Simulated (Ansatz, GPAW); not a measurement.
# A 7-layer slab of Sr(111): work function by functional and basis

Aim: the work function of both faces of a 7-layer slab of Sr(111), and its spread over functionals and bases.

Program: GPAW 26.7.0 and Ansatz 0.2.0. Level of theory: Ansatz plane waves; slab in vacuum with a dipole correction, relaxation, in the first sound run; inputs show where later runs differ. Results are calculated unless marked as measured.

## 1. Starting point

The cell holds 7 atoms: 7 Sr. Cell: a = 4.299 Å, b = 4.299 Å, c = 35.062 Å, α = 90.0°, β = 90.0°, γ = 60.0°. Vacuum lies along c.

## 2. Relaxation

The atoms are relaxed first, since the surface dipole, and with it the work function, follows the positions of the outer layers. The lowest 3 atoms are held at bulk positions and keep their forces.

Input file input.yaml:

```yaml
crystal:
  lattice:
    - [4.2992092296, 0.0, 0.0]
    - [2.1496046148, 3.723224409, 0.0]
    - [0.0, 0.0, 35.06173782]
  atoms:
    - { symbol: Sr, position: [0.0, 0.0, 0.1996478337] }
    - { symbol: Sr, position: [0.3333333333, 0.3333333333, 0.2997652224] }
    - { symbol: Sr, position: [0.6666666667, 0.6666666667, 0.3998826112] }
    - { symbol: Sr, position: [0.0, 0.0, 0.5] }
    - { symbol: Sr, position: [0.3333333333, 0.3333333333, 0.6001173888] }
    - { symbol: Sr, position: [0.6666666667, 0.6666666667, 0.7002347776] }
    - { symbol: Sr, position: [0.0, 0.0, 0.8003521663] }
kpoints:
  mp_grid: { grid: [9, 9, 1] }
hamiltonian:
  xc: pbe
scf:
  occupations: { method: fermi_dirac, width: 0.1 }
efield:
  axis: 3
  dipole_correction: true
  ramp_width: 0.05
relax:
  f_tol: 0.02
  max_steps: 60
  constraints: [{ sites: [0, 1, 2] }]
output:
  write_potential: true
  write_density: true
  volumetric_format: npy
```

Launch:

```bash
ansatz run input.yaml --threads 4 --pin off --max-ram 8192MiB --backend cpu --events-out ev --progress --plain --runs-dir out
```

Numbers of over 12 decimals in the logs are rounded to 6 here.

Output:

```text
Engine: ansatz 0.2.0, aarch64-unknown-linux-gnu
Pseudopotentials: kind: paw
Pseudopotential: Sr, paw, valence charge 10, recommended cutoff 420 eV (normal), Sr.paw.azcp
Functional definition: PBE
  parameter kappa = 0.804
  parameter beta = 0.066725
  exchange = pbe_x(kappa = kappa, mu = beta*pi^2/3)
  correlation = pbe_c(beta = beta)
Crystal: 7 atoms, lattice volume = 561.230 Å³
Basis set: ecut = 420 eV, 10911 PW (Γ), exchange–correlation on 60×60×480 points (8 copies of the dense FFT grid, shifted against one another)
Bands: 42, of which v1, the nominal top of the filled ones, is band 35 counted from 1 (34 counted from 0)
Symmetry: 6 space group operations
k-points: 12 of 81 (time reversal used)
Non-local potential: Sr, projectors of the file, l = 0: 3, l = 1: 2, l = 2: 2
PAW form: soft (Blöchl's): semilocal exchange-correlation on the pseudo side does not see the compensation charge
PAW one-centre angular grid: Sr, 110 points (default); XC on 64 Gauss nodes
Initial density: superposition of atomic densities (neutral atoms: chi_scale 0, normalization atom), corrected by the library's trained network
Initial wavefunctions: pseudopotential atomic-orbital guess
Functional: x = pbe(κ = 0.804, μ = 0.219515), c = pbe(β = 0.066725)
SCF iter   1: F=—  HF=-24809.082926 eV  |F-HF|=—  |Δ(HF+E_count)|=         —  Δρ=2.76e-3  dr2=4.98e0  ethr=1.77e-3  p=-0.000 e·Å  D=-1.28e-15 V/Å  ΔV_dip=0.00 eV  dr2_dipole=2.59e-9  V_vac-E_F(+/−)=2.55/2.55 eV  ⟨swp⟩=16.2  Hψ=7352  notcnv=0
efield: sawtooth ramp at fractional position 0.9750 (placed from the atoms, in the widest stretch of the axis that holds none; the zero of the levels goes with the place), width 0.0500; the density the first Hamiltonian is built on has a dipole p = -0.000 e·Å; the dipole correction subtracts the counter field D = -1.28e-15 V/Å, which shifts the + side's vacuum level by +0.00 eV against the − side's; the planar-averaged density in the ramp window peaks in size at 4.5e-5 e/Å³
automatic band count: the SCF goes on with 49 bands, as 42 were too few: the levels above may hold too much charge
preconditioner: auto → LDOS  [metal: Δε(μ)=0.025 eV  Ē_g=2.215 eV  σ=0.100 eV  W_gap=0.06  n_scr=86 (ndim 8)  ℏωp=5.9 eV  f_vac=0.259  D(μ)=10.15/eV (n_scr^D=62)  β→1.0]
SCF iter   2: F=—  HF=-24809.005582 eV  |F-HF|=—  |Δ(HF+E_count)|=   7.73e-2  Δρ=7.45e-4  dr2=6.66e-3  ethr=1.77e-3  p=-0.000 e·Å  D=-1.55e-6 V/Å  ΔV_dip=0.00 eV  dr2_dipole=4.08e-8  V_vac-E_F(+/−)=2.69/2.69 eV  ⟨swp⟩=2.2  Hψ=713  notcnv=0
SCF iter   3: F=—  HF=-24809.006325 eV  |F-HF|=—  |Δ(HF+E_count)|=   7.43e-4  Δρ=4.12e-4  dr2=4.99e-3  ethr=9.52e-6  p=0.000 e·Å  D=5.99e-7 V/Å  ΔV_dip=-0.00 eV  dr2_dipole=1.57e-8  V_vac-E_F(+/−)=2.70/2.70 eV  ⟨swp⟩=2.6  Hψ=1077  notcnv=0
SCF iter   4: F=—  HF=-24809.006148 eV  |F-HF|=—  |Δ(HF+E_count)|=   1.77e-4  Δρ=1.24e-4  dr2=1.59e-4  ethr=7.12e-6  p=0.000 e·Å  D=8.22e-7 V/Å  ΔV_dip=-0.00 eV  dr2_dipole=1.66e-9  V_vac-E_F(+/−)=2.71/2.71 eV  ⟨swp⟩=2.5  Hψ=916  notcnv=0
iter 5 did not close the SCF: its close was put off for the readings that it lacked (scf_convergence_deferred on its scf_iter line)
SCF iter   5: F=-24809.006140 eV  HF=-24809.006142 eV  |F-HF|=2.13e-6  |Δ(HF+E_count)|=   5.43e-6  Δρ=2.36e-5  dr2=8.76e-6  ethr=2.27e-7  p=0.000 e·Å  D=5.01e-7 V/Å  ΔV_dip=-0.00 eV  dr2_dipole=7.71e-11  V_vac-E_F(+/−)=2.71/2.71 eV  ⟨swp⟩=2.0  Hψ=947  notcnv=0
SCF iter   6: F=-24809.006144 eV  HF=-24809.006145 eV  |F-HF|=1.01e-6  |Δ(HF+E_count)|=   2.81e-6  Δρ=6.11e-6  dr2=1.26e-6  ethr=1.25e-8  p=0.000 e·Å  D=8.54e-8 V/Å  ΔV_dip=-0.00 eV  dr2_dipole=1.67e-10  V_vac-E_F(+/−)=2.71/2.71 eV  ⟨swp⟩=11.4  Hψ=5599  notcnv=0
WARN: efield: at this solve's end the planar-averaged density reaches 4.06e-5 e/Å³ inside the ramp window [0.9465, 0.0535] (bound 1e-5 e/Å³); the window's nearer edge stands 5.12 Å from this solve's nearest atom along the axis. Its work functions, free energy, forces, stress, dipole, levels and responses can be off, and this figure does not tell by how much. A short vacuum, a low `basis.ecutwfc` or `basis.ecutrho_ratio` and negative occupations (`scf.occupations.method`) can put density there. See the manual's quickstart, § The vacuum guard
SCF 1 converged in 6 iterations: F = -24809.006144 eV  dr2 = 1.26e-6
  greatest PAW one-centre occupation: 0.988 electrons in one spin orbital (limit 2), on the Sr atom at site 6 (counted from 0), in its partial waves of l = 0
relax step   1: F+E_penalty+E_count = -24809.00614416 eV  Δ(F+E_penalty+E_count) = +0.000e0 eV  max|allowed force component| = 7.705e-2 eV/Å  Δτ_max = 0.0000 Å  (6 SCF iters, dr2 threshold 1.00e-5 eV, accepted)
Bands: 49, of which v1, the nominal top of the filled ones, is band 35 counted from 1 (34 counted from 0)
Initial density: handed on by an earlier stage of this run
Initial wavefunctions: those handed on with the density
iter 1 solved again at ethr=6.76e-5 eV; its pass at ethr=3.10e-3 eV (dr2=4.74e-2 eV) is discarded
SCF iter   1: F=—  HF=-24809.010703 eV  |F-HF|=—  |Δ(HF+E_count)|=         —  Δρ=4.64e-4  dr2=2.29e-2  ethr=6.76e-5  p=0.000 e·Å  D=1.23e-7 V/Å  ΔV_dip=-0.00 eV  dr2_dipole=2.23e-5  V_vac-E_F(+/−)=2.71/2.71 eV  ⟨swp⟩=2.0  Hψ=1882  notcnv=0
efield: sawtooth ramp at fractional position 0.9750 (handed on by an earlier solve), width 0.0500; the density the first Hamiltonian is built on has a dipole p = 0.000 e·Å; the dipole correction subtracts the counter field D = 1.23e-7 V/Å, which shifts the + side's vacuum level by -0.00 eV against the − side's; the planar-averaged density in the ramp window peaks in size at 4.1e-5 e/Å³
preconditioner: auto → LDOS  [metal: Δε(μ)=0.059 eV  Ē_g=2.229 eV  σ=0.100 eV  W_gap=0.15  n_scr=86 (ndim 8)  ℏωp=5.9 eV  f_vac=0.264  D(μ)=9.76/eV (n_scr^D=60)  β→1.0]
SCF iter   2: F=—  HF=-24809.009828 eV  |F-HF|=—  |Δ(HF+E_count)|=   8.75e-4  Δρ=1.42e-4  dr2=5.63e-4  ethr=3.27e-5  p=0.003 e·Å  D=1.02e-3 V/Å  ΔV_dip=-0.04 eV  dr2_dipole=3.47e-4  V_vac-E_F(+/−)=2.67/2.71 eV  ⟨swp⟩=1.2  Hψ=602  notcnv=0
SCF iter   3: F=—  HF=-24809.009881 eV  |F-HF|=—  |Δ(HF+E_count)|=   5.26e-5  Δρ=5.38e-5  dr2=8.45e-5  ethr=8.04e-7  p=0.002 e·Å  D=6.08e-4 V/Å  ΔV_dip=-0.02 eV  dr2_dipole=4.16e-5  V_vac-E_F(+/−)=2.68/2.71 eV  ⟨swp⟩=2.6  Hψ=990  notcnv=0
SCF iter   4: F=—  HF=-24809.009305 eV  |F-HF|=—  |Δ(HF+E_count)|=   5.75e-4  Δρ=2.46e-5  dr2=9.35e-6  ethr=1.21e-7  p=0.002 e·Å  D=4.87e-4 V/Å  ΔV_dip=-0.02 eV  dr2_dipole=1.36e-6  V_vac-E_F(+/−)=2.69/2.71 eV  ⟨swp⟩=2.0  Hψ=952  notcnv=0
[...]
SCF 2 converged in 6 iterations: F = -24809.009305 eV  dr2 = 9.20e-8
relax step   2: F+E_penalty+E_count = -24809.00930455 eV  Δ(F+E_penalty+E_count) = -3.160e-3 eV  max|allowed force component| = 5.051e-2 eV/Å  Δτ_max = 0.0687 Å  (6 SCF iters, accepted)
SCF iter   1: F=—  HF=-24809.006438 eV  |F-HF|=—  |Δ(HF+E_count)|=         —  Δρ=1.06e-3  dr2=3.51e-1  ethr=1.66e-3  p=0.001 e·Å  D=3.39e-4 V/Å  ΔV_dip=-0.01 eV  dr2_dipole=3.23e-1  V_vac-E_F(+/−)=2.70/2.71 eV  ⟨swp⟩=6.3  Hψ=1633  notcnv=0
efield: sawtooth ramp at fractional position 0.9750 (handed on by an earlier solve), width 0.0500; the density the first Hamiltonian is built on has a dipole p = 0.001 e·Å; the dipole correction subtracts the counter field D = 3.39e-4 V/Å, which shifts the + side's vacuum level by -0.01 eV against the − side's; the planar-averaged density in the ramp window peaks in size at 4.1e-5 e/Å³
preconditioner: auto → LDOS  [metal: Δε(μ)=0.056 eV  Ē_g=2.235 eV  σ=0.100 eV  W_gap=0.14  n_scr=86 (ndim 8)  ℏωp=5.9 eV  f_vac=0.269  D(μ)=9.57/eV (n_scr^D=48)  β→1.0]
SCF iter   2: F=—  HF=-24809.015765 eV  |F-HF|=—  |Δ(HF+E_count)|=   9.33e-3  Δρ=6.93e-4  dr2=3.66e-1  ethr=5.01e-4  p=0.015 e·Å  D=4.82e-3 V/Å  ΔV_dip=-0.17 eV  dr2_dipole=4.70e-1  V_vac-E_F(+/−)=2.56/2.73 eV  ⟨swp⟩=2.4  Hψ=707  notcnv=0
SCF iter   3: F=—  HF=-24809.012496 eV  |F-HF|=—  |Δ(HF+E_count)|=   3.27e-3  Δρ=2.88e-4  dr2=5.58e-2  ethr=5.01e-4  p=0.008 e·Å  D=2.47e-3 V/Å  ΔV_dip=-0.09 eV  dr2_dipole=6.88e-2  V_vac-E_F(+/−)=2.63/2.72 eV  ⟨swp⟩=1.0  Hψ=588  notcnv=0
SCF iter   4: F=—  HF=-24809.012391 eV  |F-HF|=—  |Δ(HF+E_count)|=   1.05e-4  Δρ=1.69e-4  dr2=1.92e-2  ethr=7.97e-5  p=0.003 e·Å  D=8.09e-4 V/Å  ΔV_dip=-0.03 eV  dr2_dipole=2.22e-2  V_vac-E_F(+/−)=2.67/2.70 eV  ⟨swp⟩=1.0  Hψ=588  notcnv=0
SCF iter   5: F=—  HF=-24809.012280 eV  |F-HF|=—  |Δ(HF+E_count)|=   1.11e-4  Δρ=8.32e-5  dr2=5.68e-3  ethr=2.74e-5  p=0.003 e·Å  D=9.31e-4 V/Å  ΔV_dip=-0.03 eV  dr2_dipole=6.59e-3  V_vac-E_F(+/−)=2.67/2.70 eV  ⟨swp⟩=1.0  Hψ=588  notcnv=0
SCF iter   6: F=—  HF=-24809.012227 eV  |F-HF|=—  |Δ(HF+E_count)|=   5.25e-5  Δρ=1.86e-5  dr2=1.27e-4  ethr=8.11e-6  p=0.003 e·Å  D=1.01e-3 V/Å  ΔV_dip=-0.04 eV  dr2_dipole=1.33e-4  V_vac-E_F(+/−)=2.67/2.70 eV  ⟨swp⟩=1.0  Hψ=588  notcnv=0
SCF iter   7: F=—  HF=-24809.012222 eV  |F-HF|=—  |Δ(HF+E_count)|=   5.48e-6  Δρ=4.06e-6  dr2=8.54e-6  ethr=1.82e-7  p=0.003 e·Å  D=9.47e-4 V/Å  ΔV_dip=-0.03 eV  dr2_dipole=9.17e-6  V_vac-E_F(+/−)=2.67/2.70 eV  ⟨swp⟩=2.0  Hψ=619  notcnv=0
SCF iter   8: F=—  HF=-24809.011690 eV  |F-HF|=—  |Δ(HF+E_count)|=   5.32e-4  Δρ=1.96e-6  dr2=8.43e-7  ethr=1.22e-8  p=0.003 e·Å  D=9.31e-4 V/Å  ΔV_dip=-0.03 eV  dr2_dipole=9.53e-7  V_vac-E_F(+/−)=2.67/2.70 eV  ⟨swp⟩=2.1  Hψ=748  notcnv=0
SCF iter   9: F=-24809.011690 eV  HF=-24809.011690 eV  |F-HF|=4.82e-9  |Δ(HF+E_count)|=   7.07e-9  Δρ=6.05e-7  dr2=7.34e-9  ethr=1.43e-10  p=0.003 e·Å  D=9.26e-4 V/Å  ΔV_dip=-0.03 eV  dr2_dipole=2.14e-10  V_vac-E_F(+/−)=2.67/2.70 eV  ⟨swp⟩=10.0  Hψ=4738  notcnv=0
WARN: efield: at this solve's end the planar-averaged density reaches 4.07e-5 e/Å³ inside the ramp window [0.9465, 0.0535] (bound 1e-5 e/Å³); the window's nearer edge stands 5.12 Å from this solve's nearest atom along the axis. Its work functions, free energy, forces, stress, dipole, levels and responses can be off, and this figure does not tell by how much. A short vacuum, a low `basis.ecutwfc` or `basis.ecutrho_ratio` and negative occupations (`scf.occupations.method`) can put density there. See the manual's quickstart, § The vacuum guard
SCF 3 converged in 9 iterations: F = -24809.011690 eV  dr2 = 7.34e-9
relax step   3: F+E_penalty+E_count = -24809.01169003 eV  Δ(F+E_penalty+E_count) = -2.385e-3 eV  max|allowed force component| = 8.767e-3 eV/Å  Δτ_max = 0.1477 Å  (9 SCF iters, accepted)
NSCF: frozen V_eff on 12 k-points
the search or the solves at the SCF's close seem to have found levels that the self-consistency loop had missed (the run counts 1). By its estimate they hold 2.18e-7 electrons. The energies and the density leave them out; if the run goes on with those levels, later outputs use occupations computed again with them
WARN: The output density's exchange-correlation potential varies sharply where the density is thin. Do not read a vacuum level from v_tot or v_xc, or from such a field of the output density. On a cell that repeats whose density bears no net charge and no dipole along the vacuum's axis use v_es (v_loc + v_h of the components); under efield.dipole_correction with no amplitude use v_es + v_field, which holds any externa [...]
SCF converged after 9 iterations
Free energy (F): -24809.011690 eV
Harris-Foulkes:  -24809.011690 eV  (|F-HF|=4.82e-9)
Internal energy: -24808.690837 eV  (E = F + TS)
E sigma→0 (E₀):  -24808.851264 eV
Entropy (-TS):   -0.320853 eV (-45.836 meV/atom)
Fermi energy:    2.711587 eV
Dipole field:    D = 0.000937 V/Å  (p = 0.002907 e·Å, saw-weighted, corrected)
Work function:   Φ+ = 2.6710 eV   Φ− = 2.7039 eV
Levels:          The Fermi level and band energies are counted from a zero that moves with the ramp; work functions are not
Vacuum region:   at the solve's end the planar-averaged density reaches 4.07e-5 e/Å³ inside the ramp window [0.9465, 0.0535] (bound 1e-5 e/Å³)
--- Per-component energies (eV) ---
  E_band       = -1124.097217
  E_kinetic    = 1688.135935
  E_local      = -21085.596266  (includes V_loc(G=0)·N_el)
  E_nonlocal   = 1420.194310
  E_hartree    = 9125.557630
  E_xc         = -1197.260955
  E_vxc        = -1112.942752  (∫ρ·V_xc dr)
  E_paw        = -18863.024891  (= ΣΔE_a)
  E_vpaw       = -285.006731  (= ΣTr[D̂ρ^β])
  E_aug_tail   = -0.000008  (compensation charges beyond the density's cutoff)
  E_efield     = 0.000001  (sawtooth field / dipole correction)
  E_vefield    = 0.003878  (∫n·V_field dr)
  E_ewald      = 4103.303405
  E_smearing   = -0.320853  (= −TS)
  E_closure    = 0.000000  (closes the sum)
  Σ components = -24809.011690   (vs F -24809.011690, Δ=0.00e0)
--- Forces (eV/Å), atoms counted from 1 ---
  atom   1  Sr     0.00000000     0.00000000     0.07779758
  atom   2  Sr    -0.00000000    -0.00000000    -0.05278983
  atom   3  Sr    -0.00000000     0.00000000    -0.02489247
  atom   4  Sr    -0.00000000     0.00000000    -0.00076614
  atom   5  Sr     0.00000000     0.00000000     0.00289574
  atom   6  Sr     0.00000000     0.00000000    -0.00876724
  atom   7  Sr    -0.00000000    -0.00000000     0.00651355
  max |Σ_I F_I| component: 8.80e-6 eV/Å
--- Band table (eV; the first three rows and the last of 12) ---
  k-point 0: bands = [... 31 lower, 0.0252, 0.5043, 1.0011, 1.4384, 2.8033, 2.9512, 3.2251, 3.5248, ... 10 higher]
  k-point 1: bands = [... 31 lower, 0.1875, 0.6641, 1.1622, 1.6085, 2.8071, 2.9884, 3.2661, 3.5493, ... 10 higher]
  k-point 2: bands = [... 31 lower, 0.6416, 1.1038, 1.5963, 2.0593, 2.8191, 3.0859, 3.3619, 3.5684, ... 10 higher]
  k-point 11: bands = [... 31 lower, 2.6045, 2.6069, 2.6802, 2.7415, 2.7524, 2.8203, 2.9231, 2.9270, ... 10 higher]
--- Relaxed structure (3 steps of the walk, 3 accepted, 0 SCFs on fresh bases) ---
  F+E_penalty+E_count = -24809.01169003 eV   max|allowed force component| = 8.767e-3 eV/Å
  atoms:
    - { symbol: Sr, position: [0.0, 0.0, 0.199648] }
    - { symbol: Sr, position: [0.333333, 0.333333, 0.2997652224] }
    - { symbol: Sr, position: [0.666667, 0.666667, 0.399883] }
    - { symbol: Sr, position: [-8.045069428315712e-19, -3.2180277713262947e-19, 0.499077] }
    - { symbol: Sr, position: [0.333333, 0.333333, 0.598217] }
    - { symbol: Sr, position: [0.666667, 0.666667, 0.697440] }
    - { symbol: Sr, position: [-5.378902965946298e-18, -2.151561186378527e-18, 0.794178] }
```

Run time: 45 s. Hardware: 4 threads of Arm Neoverse N1, shared host; peak memory 1.1 GiB.

Step by step:

```csv
step,energy less that of the first step (eV),largest force component (eV/Å)
1,0.0000,0.0770
2,-0.0032,0.0505
3,-0.0055,0.0088
```

The run keeps the 6 symmetry operations that it works with, so distortions that break them were not tested.

The atoms that moved most (Å):

```csv
atom,dx,dy,dz,length
Sr7,0.000,0.000,-0.216,0.216
Sr6,0.000,0.000,-0.098,0.098
Sr5,0.000,0.000,-0.067,0.067
Sr4,0.000,0.000,-0.032,0.032
```

This step gave:

```
free energy             : -24809.0117 eV
smearing term TS        : 0.3209 eV
symmetry operations     : 6
upper work function     : 2.671 eV
lower work function     : 2.704 eV
dipole along the normal : 0.002907 e·Å
dipole field            : 9.37e-4 V/Å
vacuum level above      : 5.383 eV
vacuum level below      : 5.415 eV
```

The electrostatic potential energy of an electron (with the applied field's), less the Fermi level, planar mean oscillates, so the rows of the table below give means over windows of 3.51 Å about each position, cut where the curve ends. Its maxima inside the range that stand out by 2 % of the span (Å: eV): 8.8: 1.68, 12.3: 1.67, 15.8: 1.63, 19.3: 1.62, 22.6: 1.59, 26.2: 1.48. Its minima: 7.0: -14.6, 10.5: -14.5, 14.0: -14.5, 17.5: -14.5, 21.0: -14.4, 24.4: -14.4, 27.9: -14.5.

The electrostatic potential energy of an electron (with the applied field's), less the Fermi level, planar mean by z; means over each step:

```csv
z (Å),"electrostatic potential energy of an electron (with the applied field's), less the Fermi level, planar mean (eV)"
1.75,2.69
5.26,-1.11
8.77,-3.94
12.29,-3.94
15.79,-4.08
19.30,-4.09
22.81,-4.07
26.32,-4.46
29.83,0.0735
33.34,2.67
```

Valence density, planar mean against z:

z (Å), valence density, planar mean (e/Å³) and a bar:
```
        1      0.000 
        2      0.000 
        3      0.000 
        4      0.002 
        5      0.011 #
        6      0.075 #####
        7      0.412 ##############################
        8      0.084 ######
        9      0.043 ###
       10      0.288 #####################
       11      0.299 ######################
       12      0.043 ###
       13      0.078 ######
       14      0.408 ##############################
       15      0.089 ######
       16      0.044 ###
       17      0.294 #####################
       18      0.294 #####################
       19      0.044 ###
       20      0.088 ######
       21      0.408 ##############################
       22      0.079 ######
       23      0.044 ###
       24      0.316 #######################
       25      0.271 ####################
       26      0.045 ###
       27      0.128 #########
       28      0.404 #############################
       29      0.049 ####
       30      0.009 #
       31      0.002 
       32      0.000 
       33      0.000 
       34      0.000
```

The relaxation lowered the energy of the cell by 0.00555 eV.

(Continued in part 2 of 3.)

[Logs are printed without paths, hosts, clocks, repeated set-up lines and the standing remarks that a program may print on its own settings, such as how far it seeks lower states.]

[Hosts, paths, dates, database ids (printed as entryN), source tags and the programs' standing remarks are cut or masked in the printed files.]
